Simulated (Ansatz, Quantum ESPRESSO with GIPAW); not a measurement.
**Shieldings and field gradients in Ca(BH4)2**

Wanted: NMR shieldings and quadrupolar couplings for each site of Ca(BH4)2.

Main program and level: Quantum ESPRESSO with GIPAW 8.0dev (patched build); DFT, PBEsol, plane-wave PAW (pslibrary 1.0.0 recipes), scalar-relativistic, GIPAW; a patched development version of the program.

**1. Set-up**

Symmetry: I-42d, No. 122, tetragonal system. The conventional cell has a = 5.942 Å, b = 5.942 Å, c = 13.126 Å, α = 90.00°, β = 90.00°, γ = 90.00°. Ca has 12 H at 2.31 to 2.77 Å and 6 B at 2.88 to 3.00 Å nearest. B has 4 H at 1.23 Å and 3 Ca at 2.88 to 3.00 Å nearest. Nearest to H lie 1 B at 1.23 Å and 4 H at 1.97 to 2.30 Å and 1 Ca at 2.31 Å. H has 1 B at 1.23 Å and 6 H at 1.97 to 2.36 Å and 1 Ca at 2.42 Å nearest. Farther neighbours are not listed.

The cell is a computed entry of the Materials Project; it need not be the form that is stable at ambient conditions.

This structure had its atoms relaxed beforehand (DFT, PBEsol, plane-wave PAW (pslibrary 1.0.0 recipes), Quantum ESPRESSO with GIPAW), starting from the database entry, since shieldings follow bond lengths closely.

**2. The SCF step**

The shielding is a linear response of the occupied states, which this run provides. It is converged far beyond what an energy needs, since the response uses the wavefunctions themselves. No empty states are asked for: the response is solved without them. The mesh has a spacing of 0.38 Å⁻¹ at most, and the FFT grid is set by hand so that the symmetry maps it on itself, as gipaw.x requires. The PAW files were made with ld1.x from the pslibrary 1.0.0 recipes, with GIPAW reconstruction switched on.

The input, scf.in:

```
&control
  calculation = 'scf'
  prefix = 'x'
  outdir = './tmp/'
  pseudo_dir = './'
/
&system
  ibrav = 0
  nat = 22
  ntyp = 3
  ecutwfc = 55
  ecutrho = 330
  nbnd = 24
  nr1 = 96
  nr2 = 96
  nr3 = 96
/
&electrons
  conv_thr = 1.0d-10
  mixing_beta = 0.7
  electron_maxstep = 100
/
ATOMIC_SPECIES
  Ca 40.078 Ca.pbesol-spn-kjpaw_psl.1.0.0-gipaw.UPF
  B 10.810 B.pbesol-n-kjpaw_psl.1.0.0-gipaw.UPF
  H 1.008 H.pbesol-kjpaw_psl.1.0.0-gipaw.UPF
CELL_PARAMETERS angstrom
  -2.97086600 2.97086600 6.56294900
  2.97086600 -2.97086600 6.56294900
  2.97086600 2.97086600 -6.56294900
ATOMIC_POSITIONS crystal
  Ca 0.75000000 0.25000000 0.50000000
  Ca -0.00000000 0.00000000 -0.00000000
  B 0.96966835 0.46966835 0.50000000
  B 0.78033165 0.78033165 -0.00000000
  B 0.53033165 0.03033165 0.50000000
  B 0.21966835 0.21966835 0.00000000
  H 0.92121794 0.39573769 0.26610637
  H 0.82878206 0.59488843 0.97451975
  H 0.12963132 0.65511157 0.73389363
  H 0.62036868 0.85426231 0.02548025
  H 0.34488843 0.07878206 0.47451975
  H 0.40511157 0.37963132 0.23389363
  H 0.60426231 0.87036868 0.52548025
  H 0.14573769 0.17121794 0.76610637
  H 0.05985238 0.32093650 0.54623741
  H 0.69014762 0.73638503 0.76108412
  H 0.77469908 0.51361497 0.45376259
  H 0.97530092 0.92906350 0.23891588
  H 0.48638503 0.94014762 0.26108412
  H 0.26361497 0.02469908 0.95376259
  H 0.67906350 0.22530092 0.73891588
  H 0.07093650 0.30985238 0.04623741
K_POINTS automatic
  4 4 4 0 0 0
```

Launch:

```sh
mpirun -np 4 pw.x -nk 4 -in scf.in > scf.out
```

The log of the run:

```text
using ibrav=0 with symmetry is DISCOURAGED, use correct ibrav instead

     bravais-lattice index     =            0
     lattice parameter (alat)  =      14.7259  a.u.
     unit-cell volume          =    1563.5859 (a.u.)^3
     number of atoms/cell      =           22
     number of atomic types    =            3
     number of electrons       =        48.00
     number of Kohn-Sham states=           24
     kinetic-energy cutoff     =      55.0000  Ry
     charge density cutoff     =     330.0000  Ry
     scf convergence threshold =      1.0E-10
     mixing beta               =       0.7000
     number of iterations used =            8  plain     mixing
     Exchange-correlation= SLA-PW-PSX-PSC
                           (   1   4  10   8   0   0   0)
[...]
Ca               10.00    40.07800     Ca( 1.00)
     B                 3.00    10.81000     B ( 1.00)
     H                 1.00     1.00800     H ( 1.00)

      8 Sym. Ops. (no inversion) found ( 4 have fractional translation)
[...]
number of k points=    13
[...]
Dense  grid:   158431 G-vectors     FFT dimensions: (  96,  96,  96)

     Smooth grid:    86231 G-vectors     FFT dimensions: (  72,  72,  72)

     Check: negative core charge=   -0.000001

     Initial potential from superposition of free atoms

     starting charge      47.9895, renormalised to      48.0000
     Starting wfcs are   48 randomized atomic wfcs

     Self-consistent Calculation

     iteration #  1     ecut=    55.00 Ry     beta= 0.70
     Davidson diagonalization with overlap
     ethr =  1.00E-02,  avg # of iterations =  2.0

     total energy              =    -326.82413079 Ry
     estimated scf accuracy    <       1.94839770 Ry

     iteration #  2     ecut=    55.00 Ry     beta= 0.70
     Davidson diagonalization with overlap
     ethr =  4.06E-03,  avg # of iterations =  2.2

     total energy              =    -327.24655265 Ry
     estimated scf accuracy    <       0.18027109 Ry

     iteration #  3     ecut=    55.00 Ry     beta= 0.70
     Davidson diagonalization with overlap
     ethr =  3.76E-04,  avg # of iterations =  4.8

     total energy              =    -327.29338763 Ry
     estimated scf accuracy    <       0.01306385 Ry

[...]
total energy              =    -327.31141197 Ry
[...]
iteration # 12     ecut=    55.00 Ry     beta= 0.70
     Davidson diagonalization with overlap
     ethr =  3.79E-11,  avg # of iterations =  6.4

     total energy              =    -327.31141200 Ry
     estimated scf accuracy    <          4.6E-10 Ry

     iteration # 13     ecut=    55.00 Ry     beta= 0.70
     Davidson diagonalization with overlap
     ethr =  9.55E-13,  avg # of iterations =  8.5

     End of self-consistent calculation
     [one-electron energies left out]

!    total energy              =    -327.31141200 Ry
     total all-electron energy =     -2934.939874 Ry
     estimated scf accuracy    <          5.7E-11 Ry

     The total energy is the sum of the following terms:
     one-electron contribution =    -118.12755068 Ry
     hartree contribution      =      67.81504421 Ry
     xc contribution           =     -46.64712761 Ry
     ewald contribution        =     -93.64258232 Ry
     one-center paw contrib.   =    -136.70919559 Ry

     convergence has been achieved in  13 iterations
[...]
JOB DONE.
```

Elapsed: 65 s, on 4 MPI ranks of Intel Xeon Platinum 8488C (Sapphire Rapids), shared host; peak memory 1.3 GiB; 4.3 min of CPU time.

It converged in 13 cycles to an estimated accuracy of 6e-11 Ry, on 13 irreducible k-points.

**3. Magnetic response**

A uniform field breaks periodicity, so gipaw.x applies it as a wave of small q and takes the limit. It solves for the first-order states, builds the induced current and gets the field at each nucleus by Biot–Savart; the PAW spheres add what the smooth waves miss near the nuclei. pawproj makes the reconstruction use the PAW data sets' own projectors.

The input, nmr.in:

```
&inputgipaw
  job = 'nmr'
  prefix = 'x'
  tmp_dir = './tmp/'
  restart_mode = 'from_scratch'
  verbosity = 'low'
  q_gipaw = 0.01
  spline_ps = .true.
  conv_threshold = 1.0d-11
  use_nmr_macroscopic_shape = .false.
  pawproj(1) = .true.
  pawproj(2) = .true.
  pawproj(3) = .true.
/
```

Launch:

```sh
mpirun -np 4 gipaw.x -in nmr.in > nmr.out
```

The log of the run:

```text
[banner, memory and clock lines left out]
[a note of our patched build left out]

     Parallelizing q-star over 1 images

     IMPORTANT: XC functional enforced from input :
     Exchange-correlation= PBESOL
                           (   1   4  10   8   0   0   0)
     Any further DFT definition will be discarded
     Please, verify this is what you really want

     Check: negative core charge=   -0.000001
[...]
projs nearly linearly dependent: l=0  n1,n2= 1, 2  s=  0.99168239
[...]
projs nearly linearly dependent: l=0  n1,n2= 1, 2  s=  0.99970544
[...]
alpha_pv=     76.6172 eV

     spline_ps is .false., expect some extrapolation errors

     q-space interpolation up to    66.00 Rydberg

     GIPAW job: nmr
     NMR macroscopic correction: no
[...]
Computing the magnetic susceptibility     isolve=0    ethr=  0.1000E-10
     Starting from scratch
     k-point #    1 of    13      pool #  1    cpu time:       2.7
[...]
End of magnetic susceptibility calculation

     f-sum rule (1st term):
           -48.6414         -0.0000         -0.0000
            -0.0000        -48.6414         -0.0000
             0.0000          0.0000        -48.6368

     f-sum rule (2nd term):
            -0.5569          0.0000          0.0000
             0.0000         -0.5569          0.0000
             0.0000          0.0000         -0.5601

     f-sum rule (should be   -49.1984):
           -49.1983         -0.0000         -0.0000
            -0.0000        -49.1983         -0.0000
             0.0000          0.0000        -49.1969

[... susceptibilities left out ...]
     Contributions to the NMR chemical shifts: -------------------------------

     Macroscopic shape contribution in ppm:                    0.00
             0.0000          0.0000          0.0000
             0.0000          0.0000          0.0000
             0.0000          0.0000          0.0000

     Core contribution in ppm:

     Atom  1  Ca  pos: (  0.000000  0.381243  0.421102)  core sigma:        1264.01
     Atom  2  Ca  pos: (  0.000000 -0.000000  0.000000)  core sigma:        1264.01
     Atom  3  B   pos: (  0.000000  0.381243  0.791113)  core sigma:         164.77
     Atom  4  B   pos: (  0.000000  0.000000  1.314397)  core sigma:         164.77
     Atom  5  B   pos: ( -0.000000  0.381243  0.051091)  core sigma:         164.77
     Atom  6  B   pos: (  0.000000  0.000000  0.370011)  core sigma:         164.77
     Atom  7  H   pos: ( -0.098884  0.301787  0.885030)  core sigma:           0.00
     Atom  8  H   pos: (  0.282358  0.460699  0.378277)  core sigma:           0.00
     Atom  9  H   pos: (  0.480127  0.079456  0.042825)  core sigma:           0.00
     Atom 10  H   pos: (  0.098884 -0.079456  1.220481)  core sigma:           0.00
     Atom 11  H   pos: (  0.079456  0.282358 -0.042825)  core sigma:           0.00
     Atom 12  H   pos: (  0.079456  0.098884  0.463928)  core sigma:           0.00
     Atom 13  H   pos: (  0.301787  0.098884  0.799379)  core sigma:           0.00
     Atom 14  H   pos: (  0.301787  0.282358 -0.378277)  core sigma:           0.00
     Atom 15  H   pos: (  0.307785  0.108713 -0.139341)  core sigma:           0.00
     Atom 16  H   pos: (  0.307785  0.272530  0.560444)  core sigma:           0.00
[...]
Atom 21  H   pos: (  0.108713  0.454700  0.139341)  core sigma:           0.00
     Atom 22  H   pos: (  0.108713 -0.073457  0.281761)  core sigma:           0.00

     Bare contribution in ppm:

     Atom  1  Ca  pos: (  0.000000  0.381243  0.421102)  bare sigma:          97.10
[...]
Atom  2  Ca  pos: (  0.000000 -0.000000  0.000000)  bare sigma:          97.10
[...]
Atom  3  B   pos: (  0.000000  0.381243  0.791113)  bare sigma:         -16.30
[...]
Atom  4  B   pos: (  0.000000  0.000000  1.314397)  bare sigma:         -16.30
[...]
Atom  5  B   pos: ( -0.000000  0.381243  0.051091)  bare sigma:         -16.30
[...]
Atom  6  B   pos: (  0.000000  0.000000  0.370011)  bare sigma:         -16.30
[...]
Atom  7  H   pos: ( -0.098884  0.301787  0.885030)  bare sigma:          23.54
[...]
Atom  8  H   pos: (  0.282358  0.460699  0.378277)  bare sigma:          23.54
[...]
Atom  9  H   pos: (  0.480127  0.079456  0.042825)  bare sigma:          23.54
[...]
Atom 10  H   pos: (  0.098884 -0.079456  1.220481)  bare sigma:          23.54
[...]
Atom 11  H   pos: (  0.079456  0.282358 -0.042825)  bare sigma:          23.54
[...]
Atom 12  H   pos: (  0.079456  0.098884  0.463928)  bare sigma:          23.54
[...]
Atom 13  H   pos: (  0.301787  0.098884  0.799379)  bare sigma:          23.54
[...]
Atom 14  H   pos: (  0.301787  0.282358 -0.378277)  bare sigma:          23.54
[...]
Atom 15  H   pos: (  0.307785  0.108713 -0.139341)  bare sigma:          23.23
[...]
Atom 16  H   pos: (  0.307785  0.272530  0.560444)  bare sigma:          23.23
[...]
Atom 11  H   pos: (  0.079456  0.282358 -0.042825)  para_oo sigma:           0.00
[...]
Atom 12  H   pos: (  0.079456  0.098884  0.463928)  para_oo sigma:           0.00
[...]
Atom 13  H   pos: (  0.301787  0.098884  0.799379)  para_oo sigma:           0.00
[...]
Atom 14  H   pos: (  0.301787  0.282358 -0.378277)  para_oo sigma:           0.00
[...]
Atom 15  H   pos: (  0.307785  0.108713 -0.139341)  para_oo sigma:           0.00
[...]
Atom 16  H   pos: (  0.307785  0.272530  0.560444)  para_oo sigma:           0.00
[...]
Atom 21  H   pos: (  0.108713  0.454700  0.139341)  para_oo sigma:           0.00
[...]
Atom 22  H   pos: (  0.108713 -0.073457  0.281761)  para_oo sigma:           0.00
[...]
Paramagnetic US L_R Q_R contribution in ppm:

     Atom  1  Ca  pos: (  0.000000  0.381243  0.421102)  para_lq sigma:         274.94
[...]
Atom  2  Ca  pos: (  0.000000 -0.000000  0.000000)  para_lq sigma:         274.94
[...]
Atom  3  B   pos: (  0.000000  0.381243  0.791113)  para_lq sigma:          -2.94
[...]
Atom  4  B   pos: (  0.000000  0.000000  1.314397)  para_lq sigma:          -2.94
[...]
Atom  5  B   pos: ( -0.000000  0.381243  0.051091)  para_lq sigma:          -2.94
[...]
Atom  6  B   pos: (  0.000000  0.000000  0.370011)  para_lq sigma:          -2.94
[...]
Atom  7  H   pos: ( -0.098884  0.301787  0.885030)  para_lq sigma:           0.00
[...]
Atom  8  H   pos: (  0.282358  0.460699  0.378277)  para_lq sigma:           0.00
[...]
Atom  9  H   pos: (  0.480127  0.079456  0.042825)  para_lq sigma:           0.00
[...]
Atom 10  H   pos: (  0.098884 -0.079456  1.220481)  para_lq sigma:           0.00
[...]
Atom 11  H   pos: (  0.079456  0.282358 -0.042825)  para_lq sigma:           0.00
[...]
Atom 12  H   pos: (  0.079456  0.098884  0.463928)  para_lq sigma:           0.00
[...]
Atom 13  H   pos: (  0.301787  0.098884  0.799379)  para_lq sigma:           0.00
[...]
Atom 14  H   pos: (  0.301787  0.282358 -0.378277)  para_lq sigma:           0.00
[...]
Atom 15  H   pos: (  0.307785  0.108713 -0.139341)  para_lq sigma:           0.00
[...]
Atom 16  H   pos: (  0.307785  0.272530  0.560444)  para_lq sigma:           0.00
[...]
Atom 21  H   pos: (  0.108713  0.454700  0.139341)  para_lq sigma:           0.00
[...]
Atom 22  H   pos: (  0.108713 -0.073457  0.281761)  para_lq sigma:           0.00
[...]
Total NMR chemical shifts in ppm: ---------------------------------------
     (adopting the Simpson convention for anisotropy and asymmetry)-----------

     Atom  1  Ca  pos: (  0.000000  0.381243  0.421102)  Total sigma:        1090.29
          1092.7864         -2.6359         -0.0000
             2.6359       1092.7864         -0.0000
            -0.0000         -0.0000       1085.3120

     Ca      1    anisotropy:     -7.47    eta:    0.0000
[...]
Atom  2  Ca  pos: (  0.000000 -0.000000  0.000000)  Total sigma:        1090.29
[... its tensor is left out ...]
     Atom  3  B   pos: (  0.000000  0.381243  0.791113)  Total sigma:         123.53
           125.9403         -4.8777          0.0000
            -4.7480        120.3699         -0.0000
            -0.0000          0.0000        124.2802

     B       3    anisotropy:     -8.90    eta:    0.7473
[...]
Atom  4  B   pos: (  0.000000  0.000000  1.314397)  Total sigma:         123.53
[... its tensor is left out ...]
     Atom  5  B   pos: ( -0.000000  0.381243  0.051091)  Total sigma:         123.53
[... its tensor is left out ...]
     Atom  6  B   pos: (  0.000000  0.000000  0.370011)  Total sigma:         123.53
[... its tensor is left out ...]
     Atom  7  H   pos: ( -0.098884  0.301787  0.885030)  Total sigma:          24.58
            25.8001          0.2977         -0.7809
             0.6860         23.4292         -1.1367
            -1.3761         -1.2583         24.5138

     H       7    anisotropy:      3.25    eta:    0.7860
[...]
Atom  8  H   pos: (  0.282358  0.460699  0.378277)  Total sigma:          24.58
[... its tensor is left out ...]
     Atom  9  H   pos: (  0.480127  0.079456  0.042825)  Total sigma:          24.58
[... its tensor is left out ...]
     Atom 10  H   pos: (  0.098884 -0.079456  1.220481)  Total sigma:          24.58
[... its tensor is left out ...]
     Atom 11  H   pos: (  0.079456  0.282358 -0.042825)  Total sigma:          24.58
[... its tensor is left out ...]
     Atom 12  H   pos: (  0.079456  0.098884  0.463928)  Total sigma:          24.58
[... its tensor is left out ...]
     Atom 13  H   pos: (  0.301787  0.098884  0.799379)  Total sigma:          24.58
[... its tensor is left out ...]
     Atom 14  H   pos: (  0.301787  0.282358 -0.378277)  Total sigma:          24.58
[... its tensor is left out ...]
     Atom 15  H   pos: (  0.307785  0.108713 -0.139341)  Total sigma:          24.27
            25.3427         -0.7941          0.8591
            -0.8336         23.2300         -0.6601
             0.3983         -0.0497         24.2375

     H      15    anisotropy:      2.48    eta:    0.6159
[...]
Atom 16  H   pos: (  0.307785  0.272530  0.560444)  Total sigma:          24.27
[... its tensor is left out ...]
     Atom 17  H   pos: (  0.073457  0.272530  0.702863)  Total sigma:          24.27
[... its tensor is left out ...]
     Atom 18  H   pos: (  0.073457  0.108713  1.402648)  Total sigma:          24.27
[... its tensor is left out ...]
     Atom 19  H   pos: (  0.272530 -0.073457  0.981546)  Total sigma:          24.27
[... its tensor is left out ...]
     Atom 20  H   pos: (  0.272530  0.454700 -0.560444)  Total sigma:          24.27
[... its tensor is left out ...]
     Atom 21  H   pos: (  0.108713  0.454700  0.139341)  Total sigma:          24.27
[... its tensor is left out ...]
     Atom 22  H   pos: (  0.108713 -0.073457  0.281761)  Total sigma:          24.27
[... its tensor is left out ...]
```

Wall time 10 min (4 MPI ranks); peak memory 0.91 GiB; 40 min of CPU time.

The f-sum rule is met to 0.0015 of 49.2 (0.003 %). Converged shieldings require that this miss be small, but a small miss does not prove them.

From the symmetric part of each tensor, with principal values σ11 ≤ σ22 ≤ σ33: σ_iso is their mean, the span is σ33 − σ11 and the skew 3(σ_iso − σ22)/span. (gipaw.x prints an anisotropy in another convention.)

```csv
site,atom no.,atoms in cell,σ_iso (ppm),span (ppm),skew
Ca,1,2,1090,7,-1.00
B,3,4,123.5,11.1,-0.20
H(1),7,8,24.58,4.10,0.17
H(2),15,8,24.27,2.98,0.32
```

The macroscopic shape term is switched off. For a spherical sample the valence susceptibility of this run would add about 5 ppm to every site, a rough estimate, since the susceptibility converges slowly and lacks part of the PAW terms. Differences within the crystal don't depend on it, but shieldings of different compounds can't be compared to better than a few ppm without it.

An axis of order three or more runs through Ca, so two principal values coincide and the skew is ±1. In this run the largest span is that of B (site symmetry 2), with principal values 117.6, 124.3 and 128.7 ppm.

How the isotropic values are made up (ppm). The core part is that of the free atom's core; bare is the current of the smooth valence states; the last two are what the PAW spheres add to the diamagnetic and the paramagnetic current:

```
site    core   bare  reconstruction, dia  reconstruction, para
  Ca  1264.0   97.1                 -3.5                -267.3
   B   164.8  -16.3                  3.3                 -28.2
H(1)     0.0   23.5                  1.0                   0.0
H(2)     0.0   23.2                  1.0                   0.0
```

(Part 1 of 2 ends here.)

[Banner, clock, file and message-heading lines were taken out of the pw.x and gipaw.x logs.]

[Logs are printed without paths, hosts, clocks, repeated set-up lines and the standing remarks that a program may print on its own settings, such as how far it seeks lower states.]

[Hosts, paths, dates, database ids (printed as entryN), source tags and the programs' standing remarks are cut or masked in the printed files.]

[Where no reference line passes its bar on scatter, no shift is given, so a measured shift of this compound may stand uncompared.]
